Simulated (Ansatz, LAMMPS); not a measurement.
# Glassy 67P2O5-33MgO (mol %) (80 atoms) in motion

How do the atoms of glassy 67P2O5-33MgO (mol %) (80 atoms) move, and what local order do they keep?

Main program and level: Ansatz 0.2.0; Kohn-Sham DFT, RPBE, PAW (set soft_2), plane waves.

### Step 1. Set-up

The cell holds 80 atoms: 20 P, 5 Mg and 55 O. Its edges and angles: a = 10.137 Å, b = 10.137 Å, c = 10.137 Å, α = 90.0°, β = 90.0°, γ = 90.0°. 80 atoms (20 P, 5 Mg, 55 O) placed at random at 2.58 g/cm³, melted at 4000 K for 10 ps at fixed volume with the Morse and Coulomb pair potential with partial charges (Pedone, Malavasi, Menziani, Cormack and Segre, J. Phys. Chem. B 110, 11780 (2006)). Quenched from 4000 K to 300 K at 25 K/ps and fixed volume, held 5 ps.

Before any run, some limits are plain. The quench rate of 25 K/ps is many orders above laboratory rates, so the cell is likely richer in defects and strain than a real sample. The network of bonds at the start is that of the classical potential that made the cell. The Brillouin zone is sampled at Γ only, in a cell whose shortest periodic width is 10 Å.

### Step 2. Dynamics started at 400 K

Without a thermostat the total energy must stay constant, which tests forces and time step. The time step is 1.0 fs.

File input.yaml:

```yaml
crystal:
  lattice:
    - [10.137, 0.0, 0.0]
    - [0.0, 10.137, 0.0]
    - [0.0, 0.0, 10.137]
  atoms:
    - { symbol: P, position: [0.11529, 0.9799, 0.72813] }
    - { symbol: P, position: [0.42143, 0.07957, 0.96096] }
    - { symbol: P, position: [0.40182, 0.89925, 0.64598] }
    - { symbol: P, position: [0.98307, 0.84795, 0.48712] }
    [... 70 atom lines left out ...]
    - { symbol: O, position: [0.67813, 0.72022, 0.72299] }
    - { symbol: O, position: [0.39654, 0.74985, 0.67176] }
    - { symbol: O, position: [0.0972, 0.00837, 0.12078] }
    - { symbol: O, position: [0.68814, 0.5517, 0.53543] }
    - { symbol: O, position: [0.17282, 0.70207, 0.65098] }
    - { symbol: O, position: [0.04734, 0.23431, 0.04281] }
kpoints:
  mp_grid: { grid: [1, 1, 1] }
hamiltonian:
  xc: rpbe
scf:
  occupations: { method: fixed }
output:
  forces: true
md:
  timestep: 1.0
  n_steps: 200
  ensemble: nve
  temperature: 400
  initial_velocities: maxwell_boltzmann
  seed: 1468
```

Run with:

```sh
ansatz run input.yaml --threads 4 --pin off --max-ram 8192MiB --backend cpu --events-out ev --progress --plain --runs-dir out
```

The job ended after 8.9 min (4 threads of Intel Xeon 6975P-C (Granite Rapids), shared host; peak memory 1.3 GiB; 33 min of CPU time).

The program notes that it switched symmetry off.

The trajectory, sampled:

```
time (fs)  T (K)  potential (meV/atom)  conserved (meV/atom)
      0.0    400                   0.0                  0.00
     13.0    835                 -55.7                 -0.14
     27.0    662                 -33.5                 -0.06
     40.0    736                 -43.0                 -0.11
     53.0    866                 -59.7                 -0.15
     67.0    849                 -57.4                 -0.14
     80.0    844                 -56.9                 -0.14
     93.0    806                 -51.9                 -0.13
    107.0    914                 -65.8                 -0.15
    120.0    857                 -58.4                 -0.13
    133.0    740                 -43.4                 -0.06
    147.0    887                 -62.3                 -0.12
    160.0    814                 -52.9                 -0.09
    173.0    838                 -56.0                 -0.10
    187.0    808                 -52.2                 -0.11
    200.0    895                 -63.3                 -0.11
```

Mean square displacement from the first frame to the last: P 0.35 Å², Mg 0.14 Å², O 0.52 Å².

Mean square displacement against time lag:

```
time lag (fs)  Mg (Å²)   O (Å²)   P (Å²)
          1.0   5.8e-5   1.2e-4   7.7e-5
          5.0  0.00143  0.00288  0.00188
          9.0  0.00449  0.00893  0.00579
         13.0  0.00894   0.0175   0.0112
         17.0   0.0143   0.0276   0.0174
         21.0   0.0202   0.0386   0.0239
         25.0   0.0261   0.0501   0.0304
         29.0   0.0316   0.0619   0.0369
         34.0   0.0376   0.0770   0.0446
         38.0   0.0415   0.0891   0.0504
         42.0   0.0446    0.101   0.0559
         46.0   0.0471    0.112   0.0613
         50.0   0.0491    0.124   0.0670
         54.0   0.0508    0.135   0.0731
         58.0   0.0524    0.147   0.0799
         62.0   0.0538    0.160   0.0875
         67.0   0.0556    0.177   0.0978
         71.0   0.0570    0.191    0.107
         75.0   0.0585    0.205    0.116
         79.0   0.0599    0.220    0.125
         83.0   0.0613    0.234    0.135
         87.0   0.0623    0.249    0.144
         91.0   0.0631    0.264    0.153
         95.0   0.0635    0.279    0.162
        100.0   0.0636    0.298    0.173
```

Over the second half of 200 fs the temperature averages 835 K with swings of 41 K r.m.s. The conserved energy stays within 0.17 meV/atom. From first frame to last O has the largest mean square displacement, 0.52 Å² at the end; the farthest move is 1.81 Å. The mean temperature of 835 K lies well off the 400 K of the input: without a thermostat, the energy that the start releases heats the cell. The count of bonds goes from 101 in the first frame to 103 in the last, by one set of cutoffs: 3 pairs passed out of them and 5 came within. The run spans 0.20 ps, too short for its means to be equilibrium values.

### Step 3. Structure statistics late in the run

The g(r) is a mean over the second half; what follows it is taken at the last frame.

Density 2.58 g/cm³, 13.02 Å³ an atom.

Mean of 14 frames. Pair distribution functions g(r), in bins of 0.2 Å:

```
r (Å)  total   O-O   O-P  O-Mg   P-P  P-Mg  Mg-Mg
 1.40   1.18  0.00  3.42  0.00  0.00  0.00   0.00
 1.60   2.71  0.00  7.88  0.00  0.00  0.00   0.00
 1.80   0.41  0.00  0.86  1.29  0.00  0.00   0.00
 2.00   0.35  0.00  0.04  3.98  0.00  0.00   0.00
 2.20   0.19  0.07  0.03  1.67  0.00  0.00   0.00
 2.40   0.86  1.69  0.00  0.63  0.00  0.21   0.00
 2.60   1.61  3.36  0.03  0.19  0.00  0.09   0.00
 2.80   0.62  1.08  0.11  0.12  0.82  0.49   0.00
 3.00   0.84  0.97  0.31  0.45  3.21  1.23   0.00
 3.20   0.96  0.95  0.81  0.69  1.35  2.97   0.00
 3.40   1.05  0.86  1.38  1.06  0.17  2.13   0.00
 3.60   0.98  0.78  1.35  0.96  0.37  1.01   2.75
 3.80   1.02  0.69  1.67  0.78  0.44  0.65   1.48
 4.00   1.15  0.74  1.79  1.36  0.65  0.76   0.61
 4.20   1.01  0.73  1.22  1.79  1.09  0.84   0.00
 4.40   1.02  0.89  0.87  1.78  1.59  1.52   0.12
 4.60   1.08  1.19  0.74  0.96  2.09  1.54   0.56
 4.80   1.15  1.49  0.69  1.02  1.13  1.57   0.41
 5.00   1.09  1.31  0.81  0.81  1.38  1.14   0.38
```

Bonds by pair of elements; cutoffs follow the first minimum of g(r), held within bounds set by covalent radii, and pairs that aren't listed don't count as bonded:

```
pair A-B  cutoff (Å)  bonds  mean length (Å)  spread (Å)  shortest (Å)  B about A  A about B
     O-P        2.08     80             1.58       0.087          1.42       1.46          4
    O-Mg        2.75     23             2.10       0.169          1.90      0.418        4.6
```

How many atoms have how many bonded neighbours:

```
element  mean  1   2  3   4  5
     Mg   4.6  0   0  0   2  3
      O  1.87  9  44  2   0  0
      P     4  0   0  0  20  0
```

Bond angles, per cent of each kind in bins of 5°:

```
angle (°)  O-P-O  O-Mg-O  P-O-P  Mg-O-P
    65–70    0.0     4.8    0.0     0.0
    70–75    0.0     4.8    0.0     4.2
    75–80    0.0     2.4    0.0     4.2
    80–85    0.8     7.1    0.0     0.0
    85–90    1.7    16.7    0.0     4.2
    90–95    5.0     4.8    0.0     0.0
   95–100    7.5     4.8    0.0     0.0
  100–105   19.2     9.5    0.0     0.0
  105–110   20.8     7.1    0.0     0.0
  110–115   22.5     7.1    0.0     0.0
  115–120   10.0     7.1    0.0    16.7
  120–125    5.8     2.4    8.0     4.2
  125–130    3.3     4.8    4.0     8.3
  130–135    3.3     2.4   28.0     8.3
  135–140    0.0     4.8   20.0    12.5
  140–145    0.0     4.8   12.0    12.5
  145–150    0.0     0.0    8.0     4.2
  150–155    0.0     0.0   12.0     8.3
  155–160    0.0     2.4    8.0     4.2
  160–165    0.0     0.0    0.0     8.3
  165–170    0.0     0.0    0.0     0.0
  170–175    0.0     2.4    0.0     0.0
```

Bond angles (no mean is given where the spread exceeds 20°):

```
  angle  count  mean (°)  spread (°)
  O-P-O    120       109         9.4
 O-Mg-O     42         -           -
  P-O-P     25       140         9.8
 Mg-O-P     24         -           -
Mg-O-Mg      1       148           0
```

Oxygen atoms by the number of network formers (Si, P, Ge, B, Al, As, Ga) bound to them:

```
network formers bound to O  O atoms  per cent
                         0        0         0
                         1       30      54.5
                         2       25      45.5
```

Network units: each former by its oxygen neighbours and how many of them bridge to another former:

```
former  O neighbours  bridging O  atoms
     P             4           1      1
     P             4           2      8
     P             4           3     11
```

Bond length by coordination (bonds to H left out):

```
element  coordination  atoms  mean bond length (Å)
     Mg             4      2                  2.02
     Mg             5      3                  2.14
      O             1      9                  1.48
      O             2     44                  1.70
      O             3      2                  1.87
```

First main peaks of g(r), for some of the pairs, lie near 2.6 Å (O-O), 1.6 Å (O-P), 2.0 Å (O-Mg), 3.0 Å (P-P) and 3.3 Å (P-Mg). With the cutoffs above, 60 % of Mg atoms have 5, 80 % of O atoms have 2 and all P atoms have 4 bonded neighbours. The O-P-O angle averages 109° with a spread of 9°. 46 % of the oxygens bridge two formers (P) and 54 % are non-bridging. The commonest P unit has 4 oxygens, 3 of them shared with other formers (11 of 20 atoms).

### Step 4. Single point at the last frame

The last frame is solved again with fuller output, to read the electronic structure of a thermally displaced geometry.

File input.yaml:

```yaml
crystal:
  lattice:
    - [10.137, 0.0, 0.0]
    - [0.0, 10.137, 0.0]
    - [0.0, 0.0, 10.137]
  atoms:
    - { symbol: P, position: [0.13193, 0.98076, 0.70962] }
    - { symbol: P, position: [0.44008, 0.05082, 0.99187] }
    - { symbol: P, position: [0.4052, 0.89394, 0.62467] }
    - { symbol: P, position: [0.98042, 0.88024, 0.45218] }
    [... 70 atom lines left out ...]
    - { symbol: O, position: [0.79019, 0.74169, 0.73381] }
    - { symbol: O, position: [0.39216, 0.73877, 0.60663] }
    - { symbol: O, position: [0.13677, 0.02441, 0.11867] }
    - { symbol: O, position: [0.73589, 0.60407, 0.55708] }
    - { symbol: O, position: [0.15285, 0.64237, 0.57428] }
    - { symbol: O, position: [0.09862, 0.26509, 0.02633] }
kpoints:
  mp_grid: { grid: [1, 1, 1] }
hamiltonian:
  xc: rpbe
scf:
  occupations: { method: fixed }
output:
  forces: true
  stress: true
  populations: true
  dos:
    method: { smearing: { sigma: 0.15 } }
    de: 0.1
    projected: { site_lists: { Mg: [Mg], O: [O], P: [P] } }
  eigenvalues: true
  write_density: true
  write_potential: true
  volumetric_format: npy
```

Run time: 9.5 s. Hardware: 4 threads; peak memory 1.3 GiB; 26 s of CPU time.

Numbers from this run:

```
free energy                                      : -56139.0233 eV
free energy per atom                             : -701.7378 eV/atom
SCF cycles                                       : 10
pressure                                         : 3.239 GPa
r.m.s. force component                           : 1.268 eV/Å
longest force                                    : 4.967 eV/Å
Fermi energy                                     : 3.812 eV
gap (highest filled to lowest empty level) : 3.259 eV
spilling of the projection                       : 0.01656
```

Neighbours are counted within 2.08 Å (O-P), 2.75 Å (O-Mg), the cutoffs taken from the dynamics.

Length of the force by element and coordination:

```
element  coordination  atoms  mean length of the force (eV/Å)  spread  least   most
     Mg           all      5                             0.72   0.376  0.393   1.45
     Mg             4      2                            0.571  0.0653  0.505  0.636
     Mg             5      3                            0.820   0.456  0.393   1.45
      O           all     55                             1.75   0.906  0.454   4.97
      O             1      9                             1.85   0.888  0.675   3.74
      O             2     44                             1.74   0.912  0.454   4.97
      O             3      2                             1.72   0.819  0.901   2.54
      P           all     20                             2.66    1.15  0.957   4.69
```

Löwdin charges by element and coordination (they lack the spilled electrons, 0.099 e an atom on average):

```
element  coordination  atoms  mean charge (e)  spread   least    most
     Mg           all      5             1.66  0.0129    1.65    1.69
     Mg             4      2             1.66  0.0024    1.66    1.66
     Mg             5      3             1.67  0.0162    1.65    1.69
      O           all     55           -0.793  0.0883   -1.06  -0.674
      O             1      9           -0.783  0.0328  -0.829  -0.716
      O             2     44           -0.788  0.0889  -0.974  -0.674
      O             3      2           -0.936   0.121   -1.06  -0.815
      P           all     20             2.16  0.0555    2.05    2.25
```

States in the cell by windows of 1 eV, zero at the Fermi level; the larger projections on atomic orbitals stand beside the total:

```
from (eV)  to (eV)  total   O p  P p  O s
      -18      -17   12.8   0.5  2.3  9.5
      -17      -16    0.3   0.0  0.1  0.2
      -16      -15    0.0   0.0  0.0  0.0
      -15      -14    0.2   0.1  0.0  0.0
      -14      -13    3.5   2.0  0.4  0.4
      -13      -12    7.3   4.2  1.0  0.9
      -12      -11    6.6   4.0  1.0  0.7
      -11      -10   11.7   7.3  2.2  0.9
      -10       -9   11.1   7.4  2.5  0.5
       -9       -8    7.3   4.9  1.7  0.4
       -8       -7   10.0   6.9  1.4  1.0
       -7       -6   30.0  21.9  3.2  3.3
       -6       -5   36.5  29.0  3.1  3.0
       -5       -4   44.3  38.1  2.6  2.2
       -4       -3   40.5  36.1  1.8  1.4
       -3       -2   52.6  48.1  2.0  1.1
       -2       -1   42.3  39.8  1.1  0.4
       -1        0   24.2  22.9  0.6  0.1
        0        1    2.1   2.0  0.0  0.0
        1        3    0.0   0.0  0.0  0.0
        3        4    2.1   0.3  0.1  0.4
        4        5   11.0   2.3  2.2  1.5
```

With fixed occupations the program's Fermi level is the highest filled level; weight inside the gap is the broadening of levels at its edges.

Between -26 and -18 eV lie 97 more states.

The stored curve holds about 440 of the 480 electrons; the rest, give or take the few that broadening carries across the Fermi level, lie in deeper levels below its range.

The levels nearest the highest filled one (over half full), pooled over k-points and spins:

```
level less the highest filled one (eV)  occupation
                                -0.490           2
                                -0.435           2
                                -0.300           2
                                -0.165           2
                               -0.0725           2
                                     0           2
                                  3.26           0
                                  4.17           0
                                  4.44           0
                                  4.54           0
                                  4.66           0
                                  4.77           0
```

Mean Löwdin charges: Mg +1.66, O -0.79, P +2.16 e (they miss 1.7 % of the electrons, so they add up to more than the cell's charge).

### Step 5. Summary of results

```yaml
mean_temperature_second_half: 835.5 K
temperature_swing_second_half: 40.69 K
slope_of_the_conserved_energy_against_time_by_least_squares: -0.0795 meV/atom/ps
free_energy_per_atom: -701.7378 eV/atom
pressure: 3.239 GPa
r_m_s_force_component: 1.268 eV/Å
spacing_of_highest_filled_and_lowest_empty_level: 3.259 eV
wall_time_of_the_2_dft_runs: 9.1 min
```

What this shows: Over the second half of 200 fs the temperature averages 835 K with swings of 41 K r.m.s. The conserved energy stays within 0.17 meV/atom. The mean temperature of 835 K lies well off the 400 K of the input: without a thermostat, the energy that the start releases heats the cell. The count of bonds goes from 101 in the first frame to 103 in the last, by one set of cutoffs: 3 pairs passed out of them and 5 came within. The run spans 0.20 ps, too short for its means to be equilibrium values. With the cutoffs above, 60 % of Mg atoms have 5, 80 % of O atoms have 2 and all P atoms have 4 bonded neighbours. 46 % of the oxygens bridge two formers (P) and 54 % are non-bridging.

The highest filled and lowest empty levels differ by 3.26 eV (at Γ alone); a semilocal functional tends to put such gaps too low. In a disordered cell it changes from sample to sample, and tail or defect levels can set it.

What to keep in mind: The network of bonds at the start is that of the classical potential that made the cell; in DFT 3 of its 101 bonded pairs passed out of the cutoffs and 5 came within them. The pressure of 3.2 GPa is that of one thermal frame at a volume set beforehand, without the kinetic term.

[Logs are printed without paths, hosts, clocks, repeated set-up lines and the standing remarks that a program may print on its own settings, such as how far it seeks lower states.]

[Hosts, paths, dates, database ids (printed as entryN), source tags and the programs' standing remarks are cut or masked in the printed files.]
